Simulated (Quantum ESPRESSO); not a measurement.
**BN (F-43m): how pressure shifts the optical phonon**

Aim: the Grüneisen parameter and the pressure coefficient of an optical mode of BN (F-43m).

Main program and level: Quantum ESPRESSO 7.5; DFT LDA, scalar-relativistic, plane waves, PseudoDojo norm-conserving pseudopotentials.

## Step 1: Set-up

It takes space group F-43m (No. 216, cubic). Conventional cell: a = 3.581 Å, b = 3.581 Å, c = 3.581 Å, α = 90.00°, β = 90.00°, γ = 90.00°. B has 4 N at 1.55 Å nearest. Nearest to N lie 4 B at 1.55 Å. Farther neighbours and most contacts between anions are not listed.

Coordinates:

```
B N
1.0
    -1.79068    0.00000    1.79068
     0.00000    1.79068    1.79068
    -1.79068    1.79068    0.00000
B N
1 1
Cartesian
  0.0000 0.0000 0.0000
  -2.6860 2.6860 2.6860
```

## Step 2: Runs at several volumes

The relaxed cell is scaled uniformly; in this structure symmetry fixes all atoms, so nothing has to be relaxed anew. Each volume gets a ground state and a response at Γ. The mode followed is the highest one without the macroscopic field, of symmetry T2; longitudinal polar modes lie higher. Cutoff 92 Ry, k mesh 12×12×12.

From the response at V/V₀ = 0.94:

Output:

```text
[banners, grids, parts of the stress and lines that vanish by symmetry left out]
Program PHONON v.7.5
     Reading xml data from directory:

[...]
Exchange-correlation= PW
                           (   1   4   0   0   0   0   0)
[...]
kinetic-energy cut-off    =      92.0000  Ry
     charge density cut-off    =     368.0000  Ry
     convergence threshold     =      1.0E-18
[...]
Exchange-correlation= PW
                           (   1   4   0   0   0   0   0)
[...]
q = (   0.0000000   0.0000000   0.0000000 )
     25 Sym.Ops. (with q -> -q+G )
     G cutoff =  409.7013  (   8657 G-vectors)     FFT grid: ( 30, 30, 30)
     number of k points=    72
[...]
Mode symmetry, T_d (-43m)  point group:
[...]
Dielectric constant
[...]
End of electric fields calculation
          Dielectric constant in cartesian axis
          (       4.454157894      -0.000000000       0.000000000 )
          (      -0.000000000       4.454157894      -0.000000000 )
          (       0.000000000      -0.000000000       4.454157894 )
          Effective charges (d Force / dE) in cartesian axis without acoustic sum rule applied (asr)
           atom    1  B     Mean Z*:        1.84932
      Ex  (        1.84932       -0.00000       -0.00000 )
      Ey  (       -0.00000        1.84932        0.00000 )
      Ez  (       -0.00000        0.00000        1.84932 )
           atom    2  N     Mean Z*:       -1.84935
      Ex  (       -1.84935        0.00000       -0.00000 )
      Ey  (        0.00000       -1.84935        0.00000 )
      Ez  (       -0.00000        0.00000       -1.84935 )
          Effective charges Sum: Mean:       -0.00003
[...]
Effective charges (d Force / dE) in cartesian axis with asr applied:
           atom    1  B     Mean Z*:        1.84933
[...]
atom    2  N     Mean Z*:       -1.84933
[...]
Representation #   1 modes #   1   2   3
[...]
End of self-consistent calculation
     Convergence has been achieved
     Representation #   2 modes #   4   5   6
[...]
End of self-consistent calculation
     Convergence has been achieved
[...]
Dielectric constant in cartesian axis
          (       4.454157894      -0.000000000       0.000000000 )
          (      -0.000000000       4.454157894      -0.000000000 )
          (       0.000000000      -0.000000000       4.454157894 )
          Effective charges (d Force / dE) in cartesian axis without acoustic sum rule applied (asr)
           atom    1  B     Mean Z*:        1.84932
      Ex  (        1.84932       -0.00000       -0.00000 )
      Ey  (       -0.00000        1.84932        0.00000 )
      Ez  (       -0.00000        0.00000        1.84932 )
           atom    2  N     Mean Z*:       -1.84935
      Ex  (       -1.84935        0.00000       -0.00000 )
      Ey  (        0.00000       -1.84935        0.00000 )
      Ez  (       -0.00000        0.00000       -1.84935 )
          Effective charges Sum: Mean:       -0.00003
[...]
Effective charges (d Force / dE) in cartesian axis with asr applied:
           atom    1  B     Mean Z*:        1.84933
[...]
atom    2  N     Mean Z*:       -1.84933
[...]
q = (    0.000000000   0.000000000   0.000000000 )
[...]
freq (    1) =       0.053192 [THz] =       1.774278 [cm-1]
     freq (    2) =       0.053192 [THz] =       1.774278 [cm-1]
     freq (    3) =       0.053192 [THz] =       1.774278 [cm-1]
     freq (    4) =      34.530039 [THz] =    1151.798116 [cm-1]
     freq (    5) =      34.530039 [THz] =    1151.798116 [cm-1]
     freq (    6) =      34.530039 [THz] =    1151.798116 [cm-1]
[...]
Mode symmetry, T_d (-43m)  point group:
     freq (   1-   3) =          1.8  [cm-1]   --> T_2  G_15 P_4   I+R
     freq (   4-   6) =       1151.8  [cm-1]   --> T_2  G_15 P_4   I+R

   JOB DONE.
```

One volume, V/V₀ = 0.97, is held back as a test.

```
V/V₀  volume (Å³/atom)  pressure (GPa)   ω (cm⁻¹)
0.94             5.397           27.75    1151.80
0.97             5.570           12.92  held back
   1             5.742            0.03    1068.63
1.03             5.914          -11.19    1030.33
1.06             6.086          -20.96     994.00
```

## Step 3: The fit

The mode Grüneisen parameter is γ = −d ln ω / d ln V.

```csv
ln(V/V₀),ln ω
-0.0619,7.0491
0.0000,6.9741
0.0296,6.9376
0.0583,6.9017
```

A straight line through these points has the slope -1.225, so γ = 1.23; at V/V₀ = 0.97 it predicts ω = exp(6.9736 + 0.0373) = 1108.67 cm⁻¹.

A parabola of pressure against ln V through V/V₀ = 0.97, 1 and 1.03 gives the bulk modulus B = −dP/d ln V = 401 GPa at V₀. With ω₀ from the fitted line the pressure coefficient follows as dω/dP = γ ω₀ / B = 1.23 × 1068.1 / 401 = 3.26 cm⁻¹/GPa.

## Step 4: The run that was held back

Output:

```text
[banners, grids, parts of the stress and lines that vanish by symmetry left out]
[banner, memory and clock lines left out]
Program PHONON v.7.5

[...]
Exchange-correlation= PW
                           (   1   4   0   0   0   0   0)
[...]
kinetic-energy cut-off    =      92.0000  Ry
     charge density cut-off    =     368.0000  Ry
     convergence threshold     =      1.0E-18
[...]
Exchange-correlation= PW
                           (   1   4   0   0   0   0   0)
[...]
q = (   0.0000000   0.0000000   0.0000000 )
     25 Sym.Ops. (with q -> -q+G )
     G cutoff =  418.3726  (   8873 G-vectors)     FFT grid: ( 30, 30, 30)
     number of k points=    72
[...]
Mode symmetry, T_d (-43m)  point group:
[...]
Dielectric constant
[...]
End of electric fields calculation
          Dielectric constant in cartesian axis
          (       4.479703802       0.000000000       0.000000000 )
          (       0.000000000       4.479703802      -0.000000000 )
          (       0.000000000      -0.000000000       4.479703802 )
          Effective charges (d Force / dE) in cartesian axis without acoustic sum rule applied (asr)
           atom    1  B     Mean Z*:        1.86410
      Ex  (        1.86410        0.00000        0.00000 )
      Ey  (        0.00000        1.86410       -0.00000 )
      Ez  (       -0.00000       -0.00000        1.86410 )
           atom    2  N     Mean Z*:       -1.86413
      Ex  (       -1.86413        0.00000        0.00000 )
      Ey  (       -0.00000       -1.86413       -0.00000 )
      Ez  (        0.00000       -0.00000       -1.86413 )
[...]
Representation #   1 modes #   1   2   3
[...]
End of self-consistent calculation
     Convergence has been achieved
     Representation #   2 modes #   4   5   6
[...]
End of self-consistent calculation
     Convergence has been achieved
[...]
Dielectric constant in cartesian axis
          (       4.479703802       0.000000000       0.000000000 )
          (       0.000000000       4.479703802      -0.000000000 )
          (       0.000000000      -0.000000000       4.479703802 )
          Effective charges (d Force / dE) in cartesian axis without acoustic sum rule applied (asr)
           atom    1  B     Mean Z*:        1.86410
      Ex  (        1.86410        0.00000        0.00000 )
      Ey  (        0.00000        1.86410       -0.00000 )
      Ez  (       -0.00000       -0.00000        1.86410 )
           atom    2  N     Mean Z*:       -1.86413
      Ex  (       -1.86413        0.00000        0.00000 )
      Ey  (       -0.00000       -1.86413       -0.00000 )
      Ez  (        0.00000       -0.00000       -1.86413 )
          Effective charges Sum: Mean:       -0.00003
[...]
Effective charges (d Force / dE) in cartesian axis with asr applied:
           atom    1  B     Mean Z*:        1.86412
[...]
atom    2  N     Mean Z*:       -1.86412
[...]
q = (    0.000000000   0.000000000   0.000000000 )
[...]
freq (    1) =      -0.047020 [THz] =      -1.568435 [cm-1]
     freq (    2) =      -0.047020 [THz] =      -1.568435 [cm-1]
     freq (    3) =      -0.047020 [THz] =      -1.568435 [cm-1]
     freq (    4) =      33.248695 [THz] =    1109.057077 [cm-1]
     freq (    5) =      33.248695 [THz] =    1109.057077 [cm-1]
     freq (    6) =      33.248695 [THz] =    1109.057077 [cm-1]
[...]
Mode symmetry, T_d (-43m)  point group:
     freq (   1-   3) =         -1.6  [cm-1]   --> T_2  G_15 P_4   I+R
     freq (   4-   6) =       1109.1  [cm-1]   --> T_2  G_15 P_4   I+R
```

It gives 1109.06 cm⁻¹ against the predicted 1108.67 cm⁻¹, a miss of 0.4 cm⁻¹.

## Step 5: What came out

| Property | Result |
| --- | --- |
| mode Grüneisen parameter | 1.225 |
| bulk modulus | 401 GPa |
| pressure coefficient | 3.26 cm⁻¹/GPa |

In words: The highest optical mode of BN (F-43m) without the LO-TO term stiffens by 3.26 cm⁻¹ a GPa near the relaxed volume, with γ = 1.23. The power law meets all 5 runs within 0.06 %; between neighbouring volumes γ runs from 1.20 to 1.25. Such a coefficient turns a measured shift of this mode into a hydrostatic stress; uniaxial or biaxial stress splits the mode and needs deformation potentials. These are harmonic values at zero temperature for the structure held cubic, which a run at Γ can't show to be stable; the bulk modulus rests on three points.

[Host names and launcher messages were left out of these logs when they were recorded.]

[Logs are printed without paths, hosts, clocks, repeated set-up lines and the standing remarks that a program may print on its own settings, such as how far it seeks lower states.]

[Hosts, paths, dates, database ids (printed as entryN), source tags and the programs' standing remarks are cut or masked in the printed files.]
